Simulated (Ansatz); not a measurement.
# How fast states decay through Li2SiSnTe4, part 2 of 4

Aim: relax a made-up compound, Li2SiSnTe4, and see how good a tunnel barrier it would be. It is built by putting Te for S in the Li2SiSnS4 structure of space group I-42m, with the volume rescaled by atomic radii. The parent structure comes from the Materials Project.

Ansatz 0.2.0; r2SCAN DFT, plane waves, PAW files (the session's first sound run).

So far. Step 2 (Cell and atoms at rest): The largest force component on a free atom ends at 0.0058 eV/Å.

The structure was built from a prototype and need not be the compound's stable phase.

## 3. The bulk crystal and its band edges

The energy window and the wavevectors of the next steps follow from the band edges, so these are searched first, off the mesh as well.

input.yaml reads:

```yaml
crystal:
  lattice:
    - [-3.6746291649, 3.6746291649, 4.3007410226]
    - [3.6746291649, -3.6746291649, 4.3007410226]
    - [3.6746291649, 3.6746291649, -4.3007410226]
  atoms:
    - { symbol: Li, position: [0.25, 0.75, 0.5] }
    - { symbol: Li, position: [0.75, 0.25, 0.5] }
    - { symbol: Si, position: [0.5, 0.5, 0.0] }
    - { symbol: Sn, position: [0.0, 0.0, 0.0] }
    - { symbol: Te, position: [0.4617688265, 0.4617688265, 0.5976649718] }
    - { symbol: Te, position: [0.5382311735, 0.1358961453, 0.0] }
    - { symbol: Te, position: [0.1358961453, 0.5382311735, 0.0] }
    - { symbol: Te, position: [0.8641038547, 0.8641038547, 0.4023350282] }
kpoints:
  mp_grid: { grid: [6, 6, 6] }
  band_path: { path: [VBM, CBM], npoints: 30 }
scf:
  occupations: { method: fixed }
hamiltonian:
  xc: r2scan
output:
  eigenvalues: true
  write_potential: true
  write_density: true
  volumetric_format: npy
  elf: true
```

The run is started by

```sh
ansatz run input.yaml --threads 2 --pin off --max-ram 4096MiB --backend cpu --events-out ev --progress --plain --runs-dir out
```

Numbers of over 12 decimals in the logs are rounded to 6 here.

What it wrote:

```text
[...]
Crystal: 8 atoms, lattice volume = 232.290 Å³
Basis set: ecut = 500 eV, 5915 PW (Γ), exchange–correlation on 200×200×200 points (64 copies of the dense FFT grid, shifted against one another)
Bands: 53, of which v1, the nominal top of the filled ones, is band 44 counted from 1 (43 counted from 0)
Symmetry: 8 space group operations
[...]
k-points: 30 of 216 (time reversal used)
[...]
SCF iter   1: F=—  HF=-35071.174450 eV  |F-HF|=—  |Δ(HF+E_count)|=         —  Δρ=3.63e-3  dr2=4.74e-2  dr2_τ=1.15e-2  ethr=1.77e-3  ⟨swp⟩=5.0  Hψ=5242  notcnv=0  defer=191
[...]
SCF iter   7: F=-35071.246472 eV  HF=-35071.246472 eV  |F-HF|=9.02e-9  |Δ(HF+E_count)|=   5.93e-8  Δρ=2.22e-6  dr2=1.45e-8  dr2_τ=3.64e-10  ethr=1.14e-10  ⟨swp⟩=13.0  Hψ=7177  notcnv=0
SCF 1 converged in 7 iterations: F = -35071.246472 eV  dr2 = 1.45e-8
[...]
NSCF: frozen V_eff on 30 k-points
[...]
SCF converged after 7 iterations
Free energy (F): -35071.246472 eV
[...]
Internal energy: -35071.246472 eV  (E = F + TS)
E sigma→0 (E₀):  -35071.246472 eV
Fermi energy:    6.293570 eV
[...]
--- Band table (eV; the first three rows and the last of 30) ---
  k-point 0: bands = [... 40 lower, 4.9916, 5.1016, 5.4366, 5.4366, 8.5655, 9.6989, 10.0215, 10.0215, ... 5 higher]
  k-point 1: bands = [... 40 lower, 4.9657, 5.0052, 5.3846, 5.4123, 8.4879, 8.7346, 9.8159, 9.8771, ... 5 higher]
  k-point 2: bands = [... 40 lower, 4.6499, 4.8658, 5.4493, 5.5327, 7.7286, 8.4042, 9.2397, 9.5661, ... 5 higher]
  k-point 29: bands = [... 40 lower, 5.3242, 5.7501, 5.7501, 6.2936, 7.6157, 7.6927, 7.8387, 7.8387, ... 5 higher]
```

Run time: 2.2 min. Hardware: 2 threads of Arm Neoverse V2, shared host; peak memory 1.1 GiB.

In the SCF lines HF is the Harris–Foulkes energy and dr2 the Hartree energy of the density residual, in eV; the loop may stop once dr2 is under the threshold and the program's other checks hold. Hψ counts applications of the Hamiltonian.

This step gave:

```yaml
free_energy: -35071.2465 eV
fermi_energy: 6.294 eV
gap_on_the_k_mesh: 1.008 eV
gap_on_path: 0.9006 eV, by band count; negative where bands overlap
direct_gap_on_path: 1.122 eV
edge_places_on_path: 0, 1.233 1/A along the path
```

Electronic bands along the path, in eV, zero at the Fermi level (highest filled level under fixed occupations); v1 is the highest filled band, c1 the lowest empty one:

```
  point     v4     v3     v2     v1    c1    c2    c3    c4
    VBM  -0.97  -0.54  -0.54   0.00  1.32  1.40  1.55  1.55
halfway  -1.38  -1.19  -1.03  -0.36  1.17  1.89  2.22  3.20
    CBM  -1.41  -0.76  -0.66  -0.22  0.90  1.57  1.77  2.79
```

Electrostatic potential energy in the ac plane of the conventional cell at fractional y = 0.000, with atoms of Li and Si and Sn within 0.2 Å of it. With pseudopotentials it is smooth inside the atoms' cores, unlike the true potential.

Values in eV, 12 rows by 16 columns, each cell a mean:
```
  4  -7  -2   7  10  10  10  10  10  10  10  10   9   3  -9   1
 -2   2   7   9  10  10   8   5   5   7   9  10  10   8   4  -1
  9   9   9  10  10   8   2 -16 -20  -4   7   9  10  10   9   9
  9   9   8   8   9   8   4 -10 -14  -1   7   9   8   8   9   9
 -4   2   6   8   9   9   9   7   7   8   9   9   8   7   4  -2
-26 -20   1   8  10  10  10  10  10  10  10  10   9   5 -11 -26
-25 -15   3   8  10  10  10  10  10  10  10  10   9   6  -8 -23
  2   5   7   8   9   9   8   5   5   7   9   9   8   7   6   3
  9   9   9   9   9   8   2 -16 -20  -4   7   9   9   9   9   9
  8   9   9  10  10   8   4 -10 -14  -1   7  10  10  10   9   8
 -6  -2   6   9  10  10   9   7   7   8  10  10  10   7   1  -5
  8  -5  -3   7  10  10  10  10  10  10  10  10   8   2  -9   6
```
Columns run along a (7.3 Å; values clipped at the 3rd and 97th percentile), rows up along c (8.6 Å), edges of the conventional cell, whose origin can differ from the input's. Atoms in or near the plane, at fractional coordinates: Li at (0.50, 0.25), Li at (0.50, 0.75), Si at (0.00, 0.50), Sn at (0.00, 0.00).

Valence density in the ac plane of the conventional cell at fractional y = 0.000, with atoms of Li and Si and Sn within 0.2 Å of it. It is the smooth field of the valence electrons, not physical close to the nuclei.

Ten steps, logarithmic in the rise over the least value, from '_' (0 e/Å³) to '@' (13 e/Å³), each cell a mean:
```
@@##==::________________________..--**%%
**++--..________________________..::==**
--::....__________________________..::--
....________________________________....
________________..++**--________________
______......____::##%%++..__......______
____..........__..++**--__............__
..............____....____..............
::::::......________________......::::::
::::::......__________________....::::::
..::::::..____________________....::::..
__::::::..______________________..::::..
::::::::..____________________....::::::
::::::......________________......::::::
..............______________............
..............____----..__..............
____..........__::##%%++____........____
________..______::##%%++______..________
__________________--==..________________
::....____________________________......
==--::..__________________________..--==
%%**--..________________________..::++##
@@%%==::________________________..--**@@
```
Columns run along a (7.3 Å), rows up along c (8.6 Å), edges of the conventional cell, whose origin can differ from the input's. Atoms in or near the plane, at fractional coordinates: Li at (0.50, 0.25), Li at (0.50, 0.75), Si at (0.00, 0.50), Sn at (0.00, 0.00).

ELF in the ac plane of the conventional cell at fractional y = 0.000, with atoms of Li and Si and Sn within 0.2 Å of it. It is the smooth field of the valence electrons, not physical close to the nuclei.

Values, 12 rows by 16 columns, each cell a mean:
```
0.13 0.28 0.33 0.20 0.06 0.05 0.04 0.02 0.02 0.03 0.05 0.05 0.13 0.31 0.33 0.17
0.32 0.29 0.21 0.11 0.08 0.08 0.05 0.03 0.03 0.03 0.08 0.08 0.09 0.17 0.27 0.32
0.11 0.15 0.23 0.28 0.25 0.15 0.07 0.61 0.77 0.18 0.09 0.22 0.27 0.25 0.17 0.11
0.20 0.30 0.43 0.53 0.56 0.43 0.11 0.41 0.57 0.14 0.31 0.55 0.55 0.48 0.35 0.22
0.56 0.63 0.57 0.49 0.49 0.46 0.25 0.04 0.02 0.14 0.41 0.49 0.48 0.54 0.63 0.59
0.38 0.53 0.57 0.30 0.14 0.10 0.06 0.03 0.02 0.05 0.10 0.13 0.23 0.49 0.60 0.40
0.42 0.59 0.59 0.35 0.21 0.16 0.10 0.03 0.02 0.07 0.15 0.20 0.28 0.51 0.64 0.46
0.51 0.57 0.55 0.52 0.55 0.51 0.23 0.04 0.03 0.12 0.44 0.56 0.53 0.53 0.57 0.53
0.14 0.25 0.40 0.50 0.51 0.36 0.10 0.60 0.77 0.18 0.23 0.49 0.52 0.45 0.30 0.17
0.15 0.16 0.19 0.20 0.18 0.12 0.05 0.42 0.57 0.13 0.07 0.15 0.19 0.19 0.17 0.15
0.33 0.32 0.25 0.12 0.07 0.08 0.06 0.02 0.02 0.04 0.07 0.07 0.09 0.20 0.30 0.33
0.06 0.24 0.34 0.22 0.06 0.04 0.03 0.02 0.02 0.03 0.04 0.05 0.15 0.32 0.31 0.10
```
Columns run along a (7.3 Å), rows up along c (8.6 Å), edges of the conventional cell, whose origin can differ from the input's. Atoms in or near the plane, at fractional coordinates: Li at (0.50, 0.25), Li at (0.50, 0.75), Si at (0.00, 0.50), Sn at (0.00, 0.00).

The searched edges give 0.901 eV, under the 1.01 eV of the mesh, which misses an edge.

## 4. Decaying states in the gap

This step: r2SCAN DFT, plane waves, PAW files; complex bands by layer matching along the plane's normal (Ansatz 0.2.0).

The same crystal is laid in a cell whose first two vectors span the (110) plane (indices of the standard conventional cell, whose axes can be ordered otherwise than in the bulk input). At fixed energy and wavevector in the plane the solver finds all kz, real and complex. A few wavevectors are listed, (0, 0) and (0.2682, -0.4323) in units of the plane's reciprocal vectors; the slowest state needn't be among them.

input.yaml reads:

```yaml
crystal:
  lattice:
    - [6.745529804, 0.0, 0.0]
    - [-1.261491077, 6.626523418, 0.0]
    - [2.742019364, 3.313261709, 5.196710402]
  atoms:
    - { symbol: Li, position: [0.75, 0.25, 0.5] }
    - { symbol: Li, position: [0.25, 0.75, 0.5] }
    - { symbol: Si, position: [0.5, 0.5, 0.0] }
    - { symbol: Sn, position: [0.0, 0.0, 0.0] }
    - { symbol: Te, position: [0.8641038547, 0.8641038547, 0.5976649718] }
    - { symbol: Te, position: [0.5382311735, 0.1358961453, 0.0] }
    - { symbol: Te, position: [0.1358961453, 0.5382311735, 0.0] }
    - { symbol: Te, position: [0.4617688265, 0.4617688265, 0.4023350282] }
kpoints:
  mp_grid: { grid: [6, 6, 6] }
scf:
  occupations: { method: fixed }
hamiltonian:
  xc: r2scan
output:
  eigenvalues: true
  transmission:
    leads: [[0, 0]]
    kpoints: [[0.0, 0.0], [0.2682, -0.4323]]
    e_range: [-1.0, 1.9]
    de: 0.07
```

What it wrote:

```text
[...]
Crystal: 8 atoms, lattice volume = 232.290 Å³
Basis set: ecut = 500 eV, 5915 PW (Γ), exchange–correlation on 200×200×200 points (64 copies of the dense FFT grid, shifted against one another)
Bands: 53, of which v1, the nominal top of the filled ones, is band 44 counted from 1 (43 counted from 0)
Symmetry: 8 space group operations
[...]
k-points: 30 of 216 (time reversal used)
[...]
SCF iter   1: F=—  HF=-35071.174464 eV  |F-HF|=—  |Δ(HF+E_count)|=         —  Δρ=3.63e-3  dr2=4.74e-2  dr2_τ=1.15e-2  ethr=1.77e-3  ⟨swp⟩=5.0  Hψ=5241  notcnv=0  defer=191
[...]
SCF iter   7: F=-35071.246472 eV  HF=-35071.246472 eV  |F-HF|=8.96e-9  |Δ(HF+E_count)|=   5.94e-8  Δρ=2.22e-6  dr2=1.44e-8  dr2_τ=3.68e-10  ethr=1.14e-10  ⟨swp⟩=13.0  Hψ=7127  notcnv=0
SCF 1 converged in 7 iterations: F = -35071.246472 eV  dr2 = 1.44e-8
[...]
transmission: 7 of 14 steps passed
transmission: 14 of 14 steps passed
SCF converged after 7 iterations
Free energy (F): -35071.246472 eV
[...]
Internal energy: -35071.246472 eV  (E = F + TS)
E sigma→0 (E₀):  -35071.246472 eV
Fermi energy:    6.293569 eV
[...]
--- Band table (eV; the first three rows and the last of 30) ---
  k-point 0: bands = [... 40 lower, 4.9916, 5.1016, 5.4366, 5.4366, 8.5655, 9.6989, 10.0215, 10.0215, ... 5 higher]
  k-point 1: bands = [... 40 lower, 4.9657, 5.0052, 5.3846, 5.4123, 8.4879, 8.7346, 9.8159, 9.8771, ... 5 higher]
  k-point 2: bands = [... 40 lower, 4.6499, 4.8658, 5.4493, 5.5327, 7.7286, 8.4042, 9.2397, 9.5661, ... 5 higher]
  k-point 29: bands = [... 40 lower, 5.3242, 5.7501, 5.7501, 6.2936, 7.6157, 7.6927, 7.8387, 7.8387, ... 5 higher]
--- Transmission ---
  basis      : 469 plane waves across, 7 finite elements along
  points     : 2, as listed
  energies   : 42 from -1.000000 to 1.870000 eV about the Fermi level, 0.070000 eV apart; the leads are filled to 0.503905 eV, and channels, transmission and decay are at 0.470000 eV
  crystal 0  : Sn1Te4Si1Li2, at the sites [0, 0], period 5.1967 Å: whole cells are its period
    offset         : up to 0.0000 Å between an atom of the period and one for which it stands
    channels       : 0.000000e0 a spin
    conductance    : none, the energies end too early or step too widely for 300 K: set another output.transmission.e_range or a lower de, or, where they end at an eighth of basis.ecutwfc, a higher one
    slowest decay  : 0.1065 /Å at (0.2682, -0.4323)
```

Run time: 2.8 min. Hardware: 2 threads; peak memory 2.3 GiB; 5.5 min of CPU time.

Numbers from this step:

```yaml
level_to_which_the_leads_are_filled: 0.5039 eV from the Fermi level
decay_constant_at_the_filling_level_zone_centre: 0.1833 Å⁻¹
decay_constant_at_the_filling_level_slowest_listed_point: 0.1065 Å⁻¹
```

K parallel (0, 0); values up to 1.5 1/Å, a degenerate pair printed once or twice; energies at which all values exceed this have no row. Table of Im kz of the slowest decaying states by energy, zero at the highest filled level on the SCF mesh:

```
energy (eV)  decay 1 (Å⁻¹)  decay 2 (Å⁻¹)  decay 3 (Å⁻¹)  decay 4 (Å⁻¹)
      -1.00         0.0998          0.110          0.163          0.186
      -0.86          0.151          0.212          0.432           1.16
      -0.72         0.0655          0.100          0.154          0.177
      -0.58          0.141          0.176          0.201          0.233
      -0.44          0.162          0.218          0.232          0.269
      -0.30          0.174          0.247          0.256          0.282
      -0.16          0.182          0.268          0.274          0.292
      -0.02          0.186          0.284          0.289          0.301
       0.12          0.188          0.297          0.300          0.308
       0.26          0.188          0.308          0.310          0.315
       0.40          0.185          0.316          0.317          0.321
       0.61          0.178          0.324          0.325          0.332
       0.75          0.170          0.327          0.330          0.340
       0.89          0.158          0.328          0.333          0.351
       1.03          0.142          0.329          0.334          0.362
       1.17          0.119          0.327          0.335          0.343
       1.31         0.0807          0.324          0.325          0.335
       1.45          0.305          0.321          0.334          0.380
       1.59          0.286          0.315          0.331          0.379
       1.73         0.0225          0.265          0.308          0.328
       1.87          0.239          0.298          0.324          0.368
```

K parallel (0.2682, -0.4323); values up to 1.5 1/Å, a degenerate pair printed once or twice; energies at which all values exceed this have no row. Im kz of the slowest decaying states against energy, zero at the highest filled level on the SCF mesh:

```
energy (eV)  decay 1 (Å⁻¹)  decay 2 (Å⁻¹)  decay 3 (Å⁻¹)  decay 4 (Å⁻¹)
      -1.00         0.0646          0.259          0.412          0.756
      -0.86         0.0678          0.239          0.450          0.746
      -0.72         0.0372          0.251          0.477          0.737
      -0.58         0.0962          0.274          0.497          0.730
      -0.44         0.0242          0.126          0.294          0.512
      -0.30         0.0559          0.143          0.310          0.523
      -0.16         0.0651          0.212          0.323          0.516
      -0.02         0.0964          0.238          0.320          0.332
       0.12          0.108          0.241          0.338          0.363
       0.26          0.112          0.246          0.342          0.372
       0.40          0.110          0.248          0.345          0.379
       0.61         0.0959          0.242          0.345          0.388
       0.75         0.0757          0.232          0.343          0.392
       0.89         0.0223          0.217          0.338          0.397
       1.03          0.194          0.332          0.401          0.427
       1.17         0.0878          0.159          0.320          0.400
       1.31          0.127          0.297          0.356          0.398
       1.45          0.198          0.217          0.327          0.352
       1.59          0.121          0.292          0.360          0.363
       1.73         0.0312          0.306          0.373          0.374
       1.87         0.0679          0.300          0.376          0.377
```

K parallel (0.2682, -0.4323). The Re kz of states that move upwards by energy, zero at the highest filled level on the SCF mesh:

```
energy (eV)  channel 1 (Å⁻¹)  channel 2 (Å⁻¹)  channel 3 (Å⁻¹)
      -1.00           -0.168            0.244            0.299
      -0.93          -0.0812            0.275            0.335
      -0.79           -0.509            0.340            0.403
      -0.72           0.0834            0.381                -
      -0.58            0.197            0.473                -
      -0.51            0.238            0.519                -
      -0.44            0.274                -                -
      -0.30            0.344                -                -
      -0.23           -0.458            0.398                -
      -0.09                -                -                -
      -0.02                -                -                -
       0.12                -                -                -
       0.19                -                -                -
       0.26                -                -                -
       0.40                -                -                -
       0.47                -                -                -
       0.61                -                -                -
       0.68                -                -                -
       0.75                -                -                -
       0.89                -                -                -
       0.96           -0.371            0.485                -
       1.10           -0.322                -                -
       1.17           -0.298                -                -
       1.31           -0.229                -                -
       1.38                -                -                -
       1.45           -0.543                -                -
       1.59           -0.402                -                -
       1.66           -0.335                -                -
       1.80           -0.403           -0.278            0.582
       1.87           -0.363           -0.260                -
```

At the listed wavevectors the last open channel is at -0.23 eV and the next at +0.96 eV on the grid. At +0.47 eV, the grid energy nearest the filling level (the middle of the gap on the SCF mesh), the slowest state at the listed wavevectors decays with κ = 0.106 Å⁻¹, its amplitude falling by e over 9.4 Å. Through 1 nm of this crystal that state's transmission falls by exp(−2 × 0.106 Å⁻¹ × 10 Å) = 0.12.

[end of part 2 of 4]

[Logs are printed without paths, hosts, clocks, repeated set-up lines and the standing remarks that a program may print on its own settings, such as how far it seeks lower states.]

[Hosts, paths, dates, database ids (printed as entryN), source tags and the programs' standing remarks are cut or masked in the printed files.]
